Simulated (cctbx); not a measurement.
**Occupancies in TiBiTeS**

Cell a = 4.2350 Å, b = 4.2350 Å, c = 5.9710 Å, α = 90.00°, β = 90.00°, γ = 90.00°; space group P4/mmm (no. 123); nominal formula TiBiTeS.

Simulated single-crystal data (cctbx): synchrotron X-rays, λ = 0.6889 Å, to d = 0.75 Å, 70 % of the full sphere, strongest reflection 70000 counts, noise from counting, a 2 % proportional error and a noise floor of 4 counts (s.d.); no absorption.

With every site full:

```text
Rint 0.016, 103 unique reflections to 0.76 A
cycle     R1     wR2    GooF  max shift (A)
   1  0.0694  0.2146  19.604   0.00000
   2  0.0217  0.0498   4.547   0.00000
final R1 0.0217 wR2 0.0498 GooF 4.547  parameters 8  data/parameter 12.9
atom        x        y        z      Ueq    occ   su(xyz)  su(Uiso or U11)
Bi1    0.50000  0.50000  0.50000   0.0130  1.000  0.00000  0.0003
Te1    0.00000  0.00000  0.50000   0.0086  1.000  0.00000  0.0004
Ti1    0.00000  0.00000  0.00000   0.0145  1.000  0.00000  0.0010
S1     0.50000  0.50000  0.00000   0.0248  1.000  0.00000  0.0017
difference map: max 3.70 min -0.43 rms 0.35
Q1    0.0000  0.0000  0.5000    1    3.70  0.00 A from Te1
Q2    0.5000  0.5000  0.5000    1    2.18  0.00 A from Bi1
Q3    0.5000  0.5000  0.0000    1    1.66  0.00 A from S1
Q4    0.0000  0.0000  0.0000    1    1.55  0.00 A from Ti1
Q5    0.0000  0.0000  0.2461    2    0.38  1.47 A from Ti1
Q6    0.0000  0.5000  0.1140    4    0.25  2.22 A from S1
```

With the occupancies of the suspect sites free, each still typed as its main element:

```text
Rint 0.016, 103 unique reflections to 0.76 A
cycle     R1     wR2    GooF  max shift (A)
   1  0.0626  0.1669  15.323   0.00000
   2  0.0040  0.0095   0.870   0.00000
final R1 0.0040 wR2 0.0095 GooF 0.869  parameters 9  data/parameter 11.4
atom        x        y        z      Ueq    occ   su(xyz)  su(Uiso or U11)
Bi1    0.50000  0.50000  0.50000   0.0135  0.939  0.00000  0.0001
Te1    0.00000  0.00000  0.50000   0.0120  1.000  0.00000  0.0001
Ti1    0.00000  0.00000  0.00000   0.0181  1.000  0.00000  0.0002
S1     0.50000  0.50000  0.00000   0.0276  1.000  0.00000  0.0003
su of occupancy Bi1: 0.001
difference map: max 0.28 min -0.18 rms 0.06
Q1    0.5000  0.5000  0.0000    1    0.28  0.00 A from S1
Q2    0.0000  0.0000  0.0000    1    0.28  0.00 A from Ti1
Q3    0.0000  0.0000  0.2039    2    0.20  1.22 A from Ti1
Q4    0.0000  0.5000  0.0985    4    0.20  2.20 A from S1
Q5    0.0000  0.0000  0.3569    2    0.20  0.85 A from Te1
Q6    0.0000  0.5000  0.3483    4    0.20  2.30 A from Bi1
```

**Question.** What is the disorder?

X-rays count electrons. Bi1 refines to 0.939(0.001), or 77.9 electrons; the site truly holds 0.94 Bi, 78.0 electrons, which is 0.940 of Bi. A value under 1 can't tell vacancies from a lighter guest, and one over 1 needs a heavier guest; chemistry or a second radiation must settle which. Occupancy correlates with U and the scale, so the match is approximate.

Freeing them takes R1 from 0.0217 to 0.0040 and GooF from 4.55 to 0.87.

The model was made for the exercise: a known structure type with other elements put in, its volume estimated, not relaxed; displacement parameters are assumed.

[Middle refinement cycles are left out of these outputs.]

[Logs are printed without paths, hosts, clocks, repeated set-up lines and the standing remarks that a program may print on its own settings, such as how far it seeks lower states.]
